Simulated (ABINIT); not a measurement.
**Quasiparticle gap of ZnSe (Stilleite) in ABINIT**

Wanted: ground state, empty states, screening and self-energy for ZnSe (Stilleite).

Program: ABINIT 10.8.3. Level of theory: PBE and many-body steps on it, plane waves. Results are calculated unless marked as measured.

**Experimental background.**

- Gap 2.695 ± 0.003 eV: excitonic gap from free-exciton PL, not corrected for exciton binding; photoluminescence; 300 K; bulk crystal (Bridgman-grown crystal, polished and etched) (“Alloy Disordering Effects on the Thermal Conductivity and Energy Gap Temperature Dependence of Cd1−xZnxSe Ternary Crystals Grown by the Bridgman Method”, 2023, pmc:10253836).

Report form: the programs' logs are mostly left out.

## (1) Starting point

Symmetry: F-43m, No. 216, cubic system. The conventional cell has a = 5.668 Å, b = 5.668 Å, c = 5.668 Å, α = 90.00°, β = 90.00°, γ = 90.00°. Nearest to Zn lie 4 Se at 2.45 Å. Nearest to Se lie 4 Zn at 2.45 Å. Farther neighbours and most contacts between anions are not listed.

As a file:

```cif
data_structure
_symmetry_space_group_name_H-M 'P 1'
_symmetry_Int_Tables_number 1
_cell_length_a 4.0076
_cell_length_b 4.0076
_cell_length_c 4.0076
_cell_angle_alpha 60.000
_cell_angle_beta 60.000
_cell_angle_gamma 60.000
_cell_volume 45.51
loop_
_atom_site_label
_atom_site_type_symbol
_atom_site_fract_x
_atom_site_fract_y
_atom_site_fract_z
_atom_site_occupancy
Zn1 Zn 0.00000 0.00000 0.00000 1
Se2 Se 0.25000 0.25000 0.25000 1
```

The cell and positions come from the Crystallography Open Database and are kept as given unless a step says otherwise.

## (2) Ground state

This step: ABINIT 10.8.3; DFT, PBE, plane waves, norm-conserving pseudopotentials.

The ground-state density comes first.

run.abi reads:

```
acell 3*1.0 Angstrom
rprim 
  -0.000000000000 2.833800000000 2.833800000000
  2.833800000000 -0.000000000000 2.833800000000
  2.833800000000 2.833800000000 0.000000000000
ntypat 2
znucl 30 34
natom 2
typat 1 2
xred 
  0.000000000000 0.000000000000 0.000000000000
  0.250000000000 0.250000000000 0.250000000000
pp_dirpath "pseudos"
pseudos "Zn.upf, Se.upf"
ecut 48
ngkpt 6 6 6
nshiftk 1
shiftk 0 0 0
kptopt 1
chksymbreak 0
nband 27
occopt 1
tolvrs 1e-10
nstep 60
prtwf 0
optforces 0
optstress 0
indata_prefix "in"
outdata_prefix "out"
tmpdata_prefix "tmp"
```

Launch:

```sh
OMP_NUM_THREADS=1 mpirun -n 4 abinit run.abi > log
```

Elapsed: 28 s, on 4 MPI ranks of Arm Neoverse V1, shared host; peak memory 0.36 GiB.

Numbers from this step:

```
total energy               : -14894.3203 eV
gap                        : 1.288 eV
k of the valence top       : 0, 0, 0
k of the conduction bottom : 0, 0, 0
least direct gap           : 1.288 eV
```

The gap is direct, at Γ.

## (3) Bands along the symmetry lines

The cheap functional maps the bands first; the places of the edges decide which points the dearer methods must see.

run.abi reads:

```
acell 3*1.0 Angstrom
rprim 
  -0.000000000000 2.833800000000 2.833800000000
  2.833800000000 -0.000000000000 2.833800000000
  2.833800000000 2.833800000000 0.000000000000
ntypat 2
znucl 30 34
natom 2
typat 1 2
xred 
  0.000000000000 0.000000000000 0.000000000000
  0.250000000000 0.250000000000 0.250000000000
pp_dirpath "pseudos"
pseudos "Zn.upf, Se.upf"
ecut 48
iscf -2
irdden 1
kptopt 0
nkpt 50
kpt 
  0.00000000 0.00000000 0.00000000
  -0.06250000 -0.06250000 0.00000000
  -0.12500000 -0.12500000 0.00000000
  -0.18750000 -0.18750000 0.00000000
  -0.25000000 -0.25000000 0.00000000
  -0.31250000 -0.31250000 0.00000000
  -0.37500000 -0.37500000 0.00000000
  -0.43750000 -0.43750000 0.00000000
  -0.50000000 -0.50000000 0.00000000
  -0.48437500 -0.48437500 0.03125000
  -0.46875000 -0.46875000 0.06250000
  -0.45312500 -0.45312500 0.09375000
  -0.43750000 -0.43750000 0.12500000
  -0.42187500 -0.42187500 0.15625000
  -0.40625000 -0.40625000 0.18750000
  -0.39062500 -0.39062500 0.21875000
  -0.37500000 -0.37500000 0.25000000
  -0.37500000 0.00000000 0.37500000
  -0.32812500 0.00000000 0.32812500
  -0.28125000 0.00000000 0.28125000
  -0.23437500 0.00000000 0.23437500
  -0.18750000 0.00000000 0.18750000
  -0.14062500 0.00000000 0.14062500
  -0.09375000 0.00000000 0.09375000
  -0.04687500 0.00000000 0.04687500
  0.00000000 0.00000000 0.00000000
  0.00000000 0.00000000 0.06250000
  0.00000000 0.00000000 0.12500000
  0.00000000 0.00000000 0.18750000
  0.00000000 0.00000000 0.25000000
  0.00000000 0.00000000 0.31250000
  0.00000000 0.00000000 0.37500000
  0.00000000 0.00000000 0.43750000
  0.00000000 0.00000000 0.50000000
  -0.06250000 -0.03125000 0.46875000
  -0.12500000 -0.06250000 0.43750000
  -0.18750000 -0.09375000 0.40625000
  -0.25000000 -0.12500000 0.37500000
  -0.31250000 -0.15625000 0.34375000
  -0.37500000 -0.18750000 0.31250000
  -0.43750000 -0.21875000 0.28125000
  -0.50000000 -0.25000000 0.25000000
  -0.50000000 -0.28125000 0.21875000
  -0.50000000 -0.31250000 0.18750000
  -0.50000000 -0.34375000 0.15625000
  -0.50000000 -0.37500000 0.12500000
  -0.50000000 -0.40625000 0.09375000
  -0.50000000 -0.43750000 0.06250000
  -0.50000000 -0.46875000 0.03125000
  -0.50000000 -0.50000000 0.00000000
istwfk *1
nband 29
nbdbuf 2
tolwfr 1e-08
nstep 40
prtwf 0
prtvol 0
indata_prefix "in"
outdata_prefix "out"
tmpdata_prefix "tmp"
```

The job ended after 30 s (4 MPI ranks; peak memory 0.37 GiB).

Numbers from this step:

```
gap                        : 1.288 eV
k of the valence top       : 0, 0, 0
k of the conduction bottom : 0, 0, 0
least direct gap           : 1.288 eV
```

The gap is 1.288 eV, as in the run before at this level.

The electronic bands at the labelled points (eV, zero at the top of the highest filled band):

```tsv
point	band 19	band 20	band 21	band 22	band 23	band 24	band 25	band 26
Γ	-6.17	0.00	0.00	0.00	1.29	5.81	5.81	5.81
halfway	-6.15	-2.88	-1.25	-1.25	3.93	4.03	8.04	8.04
X	-5.99	-4.75	-2.18	-2.18	2.99	3.47	10.73	11.26
halfway	-5.96	-4.74	-2.56	-2.08	3.26	4.06	9.97	10.51
U	-5.91	-4.71	-3.08	-1.79	3.59	5.60	9.05	9.28
jump to K	-5.91	-4.71	-3.08	-1.79	3.59	5.60	9.05	9.28
halfway	-6.15	-3.33	-1.74	-0.49	3.79	5.97	6.67	6.69
Γ	-6.17	0.00	0.00	0.00	1.29	5.81	5.81	5.81
halfway	-6.17	-3.04	-0.48	-0.48	2.75	6.45	6.45	6.57
L	-6.01	-5.22	-0.87	-0.87	2.55	6.39	6.39	8.57
halfway	-5.96	-4.89	-2.41	-1.46	4.23	5.55	7.42	8.68
W	-5.87	-4.68	-2.76	-2.66	5.49	5.56	6.97	7.72
halfway	-5.93	-4.72	-2.48	-2.43	3.88	4.29	9.22	9.31
X	-5.99	-4.75	-2.18	-2.18	2.99	3.47	10.73	11.26
```

## (4) Empty states on the mesh, 4×4×4 mesh, 103 bands

The sums over transitions need many empty states on a uniform mesh; this step solves for them.

run.abi reads:

```
acell 3*1.0 Angstrom
rprim 
  -0.000000000000 2.833800000000 2.833800000000
  2.833800000000 -0.000000000000 2.833800000000
  2.833800000000 2.833800000000 0.000000000000
ntypat 2
znucl 30 34
natom 2
typat 1 2
xred 
  0.000000000000 0.000000000000 0.000000000000
  0.250000000000 0.250000000000 0.250000000000
pp_dirpath "pseudos"
pseudos "Zn.upf, Se.upf"
ecut 48
ngkpt 4 4 4
nshiftk 1
shiftk 0 0 0
kptopt 1
chksymbreak 0
iscf -2
irdden 1
istwfk *1
nband 103
nbdbuf 8
tolwfr 1e-09
nstep 60
prtvol 0
indata_prefix "in"
outdata_prefix "out"
tmpdata_prefix "tmp"
```

It took 29 s on 4 MPI ranks; peak memory 0.35 GiB.

This step gave:

* gap: 1.288 eV
* k of the valence top: 0, 0, 0
* k of the conduction bottom: 0, 0, 0
* least direct gap: 1.288 eV
* k points computed: 8
* lowest point of the top converged band, above the valence top: 72.0152 eV

On this mesh the gap is 1.288 eV.

## (5) Screening, 4×4×4 mesh, 95 bands, screening to 136.1 eV

The RPA dielectric matrix is built and inverted for each q.

This step: RPA screening on PBE, plane waves, norm-conserving pseudopotentials.

Changes to run.abi since step 4:

```diff
@@ -20,10 +20,11 @@
 chksymbreak 0
-iscf -2
-irdden 1
 istwfk *1
-nband 103
-nbdbuf 8
-tolwfr 1e-09
-nstep 60
-prtvol 0
+occopt 1
+irdwfk 1
+optdriver 3
+nband 95
+ecuteps 5
+inclvkb 2
+awtr 1
+symchi 1
 indata_prefix "in"
```

Run time: 41 s. Hardware: 4 MPI ranks; peak memory 1.1 GiB.

This step gave:

```
ε∞ with local fields, on this mesh, along the program's q direction : 13.51
the same without local fields                                       : 14.46
plasma frequency                                                    : 36.51 eV
plane waves in the screening matrix                                 : 169
```

Local fields lower ε∞ by 7 %. On a Γ-centred mesh this coarse the value itself is usually too large, while a short band sum pulls it down.

## (6) Self-energy, 4×4×4 mesh, 95 bands, screening to 136.1 eV

The self-energy is evaluated for the states that the input lists, and the levels follow from it, in one-shot runs by the linearised quasiparticle equation.

This step: G0W0 on PBE, plane waves, norm-conserving pseudopotentials.

Changes to run.abi since step 5:

```diff
@@ -23,8 +23,15 @@
 irdwfk 1
-optdriver 3
+optdriver 4
 nband 95
+gwcalctyp 0
+ecutsigx 48
+symsigma 1
+nkptgw 1
+kptgw 
+  0.0000000000 0.0000000000 0.0000000000
+bdgw 
+  20 26
 ecuteps 5
-inclvkb 2
-awtr 1
-symchi 1
+irdscr 1
+ppmodel 1
 indata_prefix "in"
```

Wall time 5.8 s (4 MPI ranks); peak memory 0.96 GiB.

Numbers from this step:

```yaml
g0w0_gap_on_the_points_computed: 2.008 eV
starting_gap_on_the_mesh: 1.288 eV
k_of_the_valence_top: 0, 0, 0
k_of_the_conduction_bottom: 0, 0, 0
z_at_the_valence_top: 0.8
z_at_the_conduction_bottom: 0.817
least_direct_g0w0_gap_on_the_computed_points: 2.008 eV
```

The gap on the mesh goes from 1.29 eV to 2.01 eV, a correction of +0.72 eV.

Limits: finite bands, cutoff and mesh; no spin-orbit coupling; coarse k mesh. v1 is the top filled band, c1 the lowest empty one. The levels before and after the correction (eV, zero at the valence-band top of each column):

```tsv
	conduction bottom	valence top
Kohn-Sham	1.29	0.00
G0W0	2.01	0.00
```

```tsv
	level	energy (eV)
Kohn-Sham	Γ v3-v1	0.000
Kohn-Sham	Γ c1	1.288
Kohn-Sham	Γ c2-c4	5.814
G0W0	Γ v3-v1	0.000
G0W0	Γ c1	2.008
G0W0	Γ c2-c4	6.703
```

## (7) Where the time went

Times are wall times on 4 MPI ranks of Arm Neoverse V1, shared host, good to a factor of about two.

```tsv
step	time	share	memory (GiB)
ground state	28 s	21 %	0.36
bands along the symmetry lines	30 s	22 %	0.37
empty states on the mesh	29 s	21 %	0.35
screening	41 s	31 %	1.1
self-energy	5.8 s	4 %	0.96
```

## (8) Outcome

```
PBE gap              : 1.29 eV, direct
G0W0 gap on the mesh : 2.01 eV
GW settings          : 4×4×4 mesh, 95 bands, screening to 136.1 eV, Godby-Needs plasmon pole
known limits         : not at the basis limit; no spin-orbit coupling; coarse k mesh
```

In words: G0W0 moves the gap on the mesh from 1.29 eV to 2.01 eV (+0.72 eV), with Z of 0.80 and 0.82 at the edges. Local fields lower the RPA ε∞ on this mesh from 14.46 to 13.51; a Γ-centred mesh this coarse tends to raise both, most where the direct gap is narrow, while a short band sum lowers them. Only 1 of the mesh's irreducible points was corrected, so a valley elsewhere could overtake. Against experiment, by G0W0@PBE: the direct gap of 2.01 eV lies −0.69 eV from the measured 2.695 ± 0.003 eV (exciton, 300 K, 2023). An exciton line or allowed optical edge lies below the quasiparticle gap by the binding energy; a forbidden edge can push the onset above it. The calculation has static nuclei and no excitons; a measured gap holds zero-point and thermal motion, which mostly lowers it. Against the values above the computed gap that would widen the miss. A likelier cause is too strong a screening: the start's gap is only 1.29 eV, the mesh is coarse, and one shot does not repair that. Bands and cutoff are finite, so the gap is not at the basis limit. The miss can reach some tenths of an eV and take either sign; the mesh is an error of its own. In the G0W0 run levels were corrected at 1 k point alone, so a gap called «on the mesh» is the least over those, and an edge elsewhere would be missed. The 4×4×4 mesh is coarse for this cell, which bears on the long-range parts of exchange and screening. The many-body steps are scalar-relativistic: spin-orbit coupling is not in them.

[Paths, hosts, dates, memory and timing lines, banners, echoed tables and standing remarks are left out of the program output.]

[Logs are printed without paths, hosts, clocks, repeated set-up lines and the standing remarks that a program may print on its own settings, such as how far it seeks lower states.]

[Runs of the session that timed out or met a known fault of the program may be left out.]

[No measured gap is set beside runs whose start may be inverted or whose files or cutoffs have a known fault.]

[Hosts, paths, dates, database ids (printed as entryN), source tags and the programs' standing remarks are cut or masked in the printed files.]

[G0W0 gaps are taken among the corrected bands and points alone; a level outside them can change the order at an edge.]

[Where Ansatz stands beside ABINIT at settings called matched, ABINIT's density can come from a denser mesh and the files from another edition; pairs whose starting gaps differed by over 0.03 eV were left out, so agreement reads better than it is.]
